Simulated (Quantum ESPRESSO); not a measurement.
# Collinear magnetic orders of CrSBr with Quantum ESPRESSO

Does CrSBr prefer parallel or opposed moments?

Calculated with Quantum ESPRESSO 7.5; LDA with U = 3.5 eV on Cr d (ortho-atomic projectors); plane waves with GBRV 1.5 LDA potentials, no spin-orbit coupling.

**What experiment says.**

“Dynamic Magnetic Crossover at the Origin of the Hidden-Order in van der Waals Antiferromagnet CrSBr” (2022, arxiv:2203.11785) reports for CrSBr, orthorhombic FeOCl-type, by neutron powder diffraction, Rietveld (ground CVT-grown single crystals, 1.8 K): moment (ordered moment per Cr) 3.09 ± 0.01 μB.

## Step 1: Set-up

Symmetry: Pmmn, No. 59, orthorhombic system. Conventional cell: a = 3.540 Å, b = 4.755 Å, c = 8.394 Å, α = 90.00°, β = 90.00°, γ = 90.00°. Cr has 4 S at 2.39 to 2.42 Å and 2 Br at 2.51 Å nearest. Nearest to S lie 4 Cr at 2.39 to 2.42 Å. Nearest to Br lie 2 Cr at 2.51 Å. Farther neighbours and most contacts between anions are not listed.

The cell comes from Materials Project 2023-11-01, a database of computed structures, and need not be the stable phase.

## Step 2: Start 1: ferro ++

The signs are those of the starting moments on the seeded atoms, the atoms that are given a moment.

pw.in reads:

```
&CONTROL
  calculation = 'scf'
  prefix = 'pwscf'
  outdir = './tmp'
  pseudo_dir = './pseudo'
  disk_io = 'nowf'
/
&SYSTEM
  ibrav = 0
  celldm(1) = 8
  nat = 6
  ntyp = 3
  ecutwfc = 40
  ecutrho = 280
  nbnd = 40
  occupations = 'smearing'
  smearing = 'fd'
  degauss = 0.00367493
  nspin = 2
  starting_magnetization(1) = 0.2143
  starting_magnetization(2) = 0
  starting_magnetization(3) = 0
/
&ELECTRONS
  conv_thr = 1.2d-08
  electron_maxstep = 150
  mixing_beta = 0.3
/
ATOMIC_SPECIES
Cr     51.9961 cr_lda_v1.5.uspp.F.UPF
S      32.0600 s_lda_v1.4.uspp.F.UPF
Br     79.9040 br_lda_v1.4.uspp.F.UPF
CELL_PARAMETERS alat
   0.8363115576062    0.0000000000000    0.0000000000000
   0.0000000000000    1.1233174237334    0.0000000000000
   0.0000000000000    0.0000000000000    1.9828051400013
ATOMIC_POSITIONS crystal
Cr      0.5000000000    0.0000000000    0.8787434000
Cr      0.0000000000    0.5000000000    0.1212566000
S       0.5000000000    0.5000000000    0.9295014300
S       0.0000000000    0.0000000000    0.0704985700
Br      0.0000000000    0.0000000000    0.6659578600
Br      0.5000000000    0.5000000000    0.3340421400
K_POINTS automatic
6 6 6 0 0 0
HUBBARD {ortho-atomic}
U Cr-3d 3.5000
```

On the command line:

```console
> OMP_NUM_THREADS=1 mpirun -n 4 pw.x -nk 4 -in pw.in > pw.out
```

The program printed:

```text
Program PWSCF v.7.5 starts

     Message from routine setup:
     using ibrav=0 with symmetry is DISCOURAGED, use correct ibrav instead

     K-points division:     npool     =       4
     Subspace diagonalization in iterative solution of the eigenvalue problem:

     G-vector sticks info
     --------------------
     sticks:   dense  smooth     PW     G-vecs:    dense   smooth      PW
     Sum        1329     771    233                75421    32697    5423

     Using Slab Decomposition

     bravais-lattice index     =            0
     lattice parameter (alat)  =       8.0000  a.u.
     unit-cell volume          =     953.7193 (a.u.)^3
     number of atoms/cell      =            6
     number of atomic types    =            3
     number of electrons       =        54.00
     number of Kohn-Sham states=           40
     kinetic-energy cutoff     =      40.0000  Ry
     charge density cutoff     =     280.0000  Ry
     scf convergence threshold =      1.2E-08
     mixing beta               =       0.3000
     number of iterations used =            8  plain     mixing
     Exchange-correlation=  SLA  PZ   NOGX NOGC
                           (   1   1   0   0   0   0   0)
     Hubbard projectors: ortho-atomic
     Hubbard parameters of DFT+U (Dudarev formulation) in eV:
     U(Cr-3d) =  3.5000

     Internal variables: lda_plus_u =T, lda_plus_u_kind = 0

     Internal variables: orbital_resolved =F, hub_pot_fix =F, apply_U = F

     celldm(1)=   8.000000  celldm(2)=   0.000000  celldm(3)=   0.000000
     celldm(4)=   0.000000  celldm(5)=   0.000000  celldm(6)=   0.000000

     crystal axes: (cart. coord. in units of alat)
               a(1) = (   0.836312   0.000000   0.000000 )
               a(2) = (   0.000000   1.123317   0.000000 )
               a(3) = (   0.000000   0.000000   1.982805 )

     reciprocal axes: (cart. coord. in units 2 pi/alat)
               b(1) = (  1.195727  0.000000  0.000000 )
               b(2) = (  0.000000  0.890220  0.000000 )
               b(3) = (  0.000000  0.000000  0.504336 )

     PseudoPot. # 1 for Cr read from file:
     cr_lda_v1.5.uspp.F.UPF
     Pseudo is Ultrasoft + core correction, Zval = 14.0
     Generated by new atomic code, or converted to UPF format
     Using radial grid of  857 points,  6 beta functions with:
                l(1) =   0
                l(2) =   0
                l(3) =   1
                l(4) =   1
                l(5) =   2
                l(6) =   2
     Q(r) pseudized with  8 coefficients,  rinner =    0.950   0.950   0.950
                                                       0.950   0.950

     PseudoPot. # 2 for S  read from file:
     s_lda_v1.4.uspp.F.UPF
     Pseudo is Ultrasoft + core correction, Zval =  6.0
     Generated by new atomic code, or converted to UPF format
     Using radial grid of  907 points,  6 beta functions with:
                l(1) =   0
                l(2) =   0
                l(3) =   1
                l(4) =   1
                l(5) =   2
                l(6) =   2
     Q(r) pseudized with  8 coefficients,  rinner =    1.300   1.300   1.300
                                                       1.300   1.300

     PseudoPot. # 3 for Br read from file:
     br_lda_v1.4.uspp.F.UPF
     Pseudo is Ultrasoft + core correction, Zval =  7.0
     Generated by new atomic code, or converted to UPF format
     Using radial grid of  879 points,  6 beta functions with:
                l(1) =   0
                l(2) =   0
                l(3) =   1
                l(4) =   1
                l(5) =   2
                l(6) =   2
     Q(r) pseudized with  8 coefficients,  rinner =    1.100   1.100   1.100
                                                       1.100   1.100

     atomic species   valence    mass     pseudopotential
     Cr               14.00    51.99610     Cr( 1.00)
     S                 6.00    32.06000     S ( 1.00)
     Br                7.00    79.90400     Br( 1.00)

     Starting magnetic structure
     atomic species   magnetization
     Cr              0.214
     S               0.000
     Br              0.000

      8 Sym. Ops., with inversion, found ( 4 have fractional translation)

   Cartesian axes

     site n.     atom                  positions (alat units)
         1        Cr     tau(   1) = (   0.4181558   0.0000000   1.7423769  )
         2        Cr     tau(   2) = (   0.0000000   0.5616587   0.2404282  )
         3        S      tau(   3) = (   0.4181558   0.5616587   1.8430202  )
         4        S      tau(   4) = (   0.0000000   0.0000000   0.1397849  )
         5        Br     tau(   5) = (   0.0000000   0.0000000   1.3204647  )
         6        Br     tau(   6) = (   0.4181558   0.5616587   0.6623405  )

     number of k points=    64  Fermi-Dirac smearing, width (Ry)=  0.0037
                       cart. coord. in units 2pi/alat
        k(    1) = (   0.0000000   0.0000000   0.0000000), wk =   0.0046296
        k(    2) = (   0.0000000   0.0000000   0.0840560), wk =   0.0092593
        k(    3) = (   0.0000000   0.0000000   0.1681120), wk =   0.0092593
        k(    4) = (   0.0000000   0.0000000  -0.2521680), wk =   0.0046296
        k(    5) = (   0.0000000   0.1483701   0.0000000), wk =   0.0092593
        [... 59 further k-points ...]

     Dense  grid:    75421 G-vectors     FFT dimensions: (  36,  48,  90)

     Smooth grid:    32697 G-vectors     FFT dimensions: (  30,  40,  64)

     Check: negative core charge=   -0.000003
     Generating pointlists ...
     new r_m :   0.2331 (alat units)  1.8651 (a.u.) for type    1
     new r_m :   0.2331 (alat units)  1.8651 (a.u.) for type    2
     new r_m :   0.2450 (alat units)  1.9603 (a.u.) for type    3

     Initial potential from superposition of free atoms

     starting charge      51.9999, renormalised to      54.0000

     negative rho (up, down):  1.770E-03 1.140E-03

     STARTING HUBBARD OCCUPATIONS:

     =================== HUBBARD OCCUPATIONS ===================
     ------------------------ ATOM    1 ------------------------
     Tr[ns(  1)] (up, down, total) =   3.40000  0.00000  3.40000
     Atomic magnetic moment for atom   1 =   3.40000
     [... lines left out ...]
     ------------------------ ATOM    2 ------------------------
     Tr[ns(  2)] (up, down, total) =   3.40000  0.00000  3.40000
     Atomic magnetic moment for atom   2 =   3.40000
     [... lines left out ...]
     Number of occupied Hubbard levels =    6.8000

     Atomic wfc used for Hubbard projectors are orthogonalized

     Starting wfcs are   36 randomized atomic wfcs +    4 random wfcs

     Self-consistent Calculation

     iteration #  1     ecut=    40.00 Ry     beta= 0.30
     Davidson diagonalization with overlap
     ethr =  1.00E-02,  avg # of iterations =  5.6

     =================== HUBBARD OCCUPATIONS ===================
     ------------------------ ATOM    1 ------------------------
     Tr[ns(  1)] (up, down, total) =   3.59610  0.39803  3.99413
     Atomic magnetic moment for atom   1 =   3.19807
     [... lines left out ...]
     ------------------------ ATOM    2 ------------------------
     Tr[ns(  2)] (up, down, total) =   3.59610  0.39803  3.99413
     Atomic magnetic moment for atom   2 =   3.19807
     [... lines left out ...]
     Number of occupied Hubbard levels =    7.9883

     negative rho (up, down):  9.220E-04 2.114E-03

     total energy              =    -491.99639162 Ry
     estimated scf accuracy    <       1.18235122 Ry

     total magnetization       =     6.00 Bohr mag/cell
     absolute magnetization    =     6.89 Bohr mag/cell

     iteration #  2     ecut=    40.00 Ry     beta= 0.30
     Davidson diagonalization with overlap
     ethr =  2.19E-03,  avg # of iterations =  2.2

     negative rho (up, down):  1.278E-04 2.678E-03

     total energy              =    -492.23830324 Ry
     estimated scf accuracy    <       0.10106309 Ry

     total magnetization       =     6.00 Bohr mag/cell
     absolute magnetization    =     7.17 Bohr mag/cell

     iteration #  3     ecut=    40.00 Ry     beta= 0.30
     Davidson diagonalization with overlap
     ethr =  1.87E-04,  avg # of iterations =  6.9

     negative rho (up, down):  0.000E+00 3.978E-03

     total energy              =    -492.25313462 Ry
     estimated scf accuracy    <       0.03256082 Ry

     total magnetization       =     6.00 Bohr mag/cell
     absolute magnetization    =     7.13 Bohr mag/cell

     [... further iterations left out ...]

     iteration # 10     ecut=    40.00 Ry     beta= 0.30
     Davidson diagonalization with overlap
     ethr =  7.49E-09,  avg # of iterations =  1.9

     negative rho (up, down):  0.000E+00 5.632E-03

     total energy              =    -492.26031984 Ry
     estimated scf accuracy    <       0.00000045 Ry

     total magnetization       =     6.00 Bohr mag/cell
     absolute magnetization    =     7.32 Bohr mag/cell

     iteration # 11     ecut=    40.00 Ry     beta= 0.30
     Davidson diagonalization with overlap
     ethr =  8.32E-10,  avg # of iterations =  3.9

     negative rho (up, down):  0.000E+00 5.634E-03

     total energy              =    -492.26032008 Ry
     estimated scf accuracy    <       0.00000018 Ry

     total magnetization       =     6.00 Bohr mag/cell
     absolute magnetization    =     7.32 Bohr mag/cell

     iteration # 12     ecut=    40.00 Ry     beta= 0.30
     Davidson diagonalization with overlap
     ethr =  3.31E-10,  avg # of iterations =  2.0

     negative rho (up, down):  0.000E+00 5.634E-03

     total energy              =    -492.26032013 Ry
     estimated scf accuracy    <       0.00000002 Ry

     total magnetization       =     6.00 Bohr mag/cell
     absolute magnetization    =     7.32 Bohr mag/cell

     iteration # 13     ecut=    40.00 Ry     beta= 0.30
     Davidson diagonalization with overlap
     ethr =  3.76E-11,  avg # of iterations =  2.9

     negative rho (up, down):  0.000E+00 5.635E-03

     Magnetic moment per site  (integrated on atomic sphere of radius R)
     atom   1 (R=0.233)  charge= 11.8400  magn=  2.9313
     atom   2 (R=0.233)  charge= 11.8400  magn=  2.9313
     atom   3 (R=0.233)  charge=  4.1048  magn= -0.1939
     atom   4 (R=0.233)  charge=  4.1048  magn= -0.1939
     atom   5 (R=0.245)  charge=  4.7544  magn= -0.0520
     atom   6 (R=0.245)  charge=  4.7544  magn= -0.0520

     End of self-consistent calculation

     =================== HUBBARD OCCUPATIONS ===================
     ------------------------ ATOM    1 ------------------------
     Tr[ns(  1)] (up, down, total) =   3.85965  0.53535  4.39500
     Atomic magnetic moment for atom   1 =   3.32430
     [... lines left out ...]
     ------------------------ ATOM    2 ------------------------
     Tr[ns(  2)] (up, down, total) =   3.85965  0.53535  4.39500
     Atomic magnetic moment for atom   2 =   3.32430
     [... lines left out ...]
     Number of occupied Hubbard levels =    8.7900

     Number of k-points >= 100: set verbosity='high' to print the bands.

     the Fermi energy is     5.1401 ev

!    total energy              =    -492.26032015 Ry
     estimated scf accuracy    <          4.8E-09 Ry
     smearing contrib. (-TS)   =      -0.00000787 Ry
     internal energy E=F+TS    =    -492.26031227 Ry

     The total energy is F=E-TS. E is the sum of the following terms:
     one-electron contribution =    -396.41800179 Ry
     hartree contribution      =     213.21383259 Ry
     xc contribution           =    -112.98424528 Ry
     ewald contribution        =    -196.33329426 Ry
     Hubbard energy            =       0.26139647 Ry

     total magnetization       =     6.00 Bohr mag/cell
     absolute magnetization    =     7.32 Bohr mag/cell

     convergence has been achieved in  13 iterations

=------------------------------------------------------------------------------=
   JOB DONE.
=------------------------------------------------------------------------------=
```

It took 2.5 min on 4 MPI ranks of Intel Xeon Platinum 8375C at 2.90GHz (Ice Lake), shared host; peak memory 1 GiB.

Spin moment in the atom's sphere by atom:

```
atom  spin moment in the atom's sphere (μB)
 Cr1                                   2.93
 Cr2                                   2.93
  S3                                  -0.19
  S4                                  -0.19
 Br5                                  -0.05
 Br6                                  -0.05
```

Numbers from this step:

| Item | Value |
| --- | --- |
| smearing term TS | 1.07e-4 eV |
| magnetization | 6 μB |
| absolute magnetization | 7.322 μB |
| final state | ferromagnetic |

(Part 1 of 2 ends here.)

[Logs and program files are shortened in this print: banners, set-up blocks, solver, clock and traceback lines can be left out without a mark of their own.]

[Logs are printed without paths, hosts, clocks, repeated set-up lines and the standing remarks that a program may print on its own settings, such as how far it seeks lower states.]

[Hosts, paths, dates, database ids (printed as entryN), source tags and the programs' standing remarks are cut or masked in the printed files.]

[Where a cell is said to come from a database of computed structures, the database is the Materials Project.]
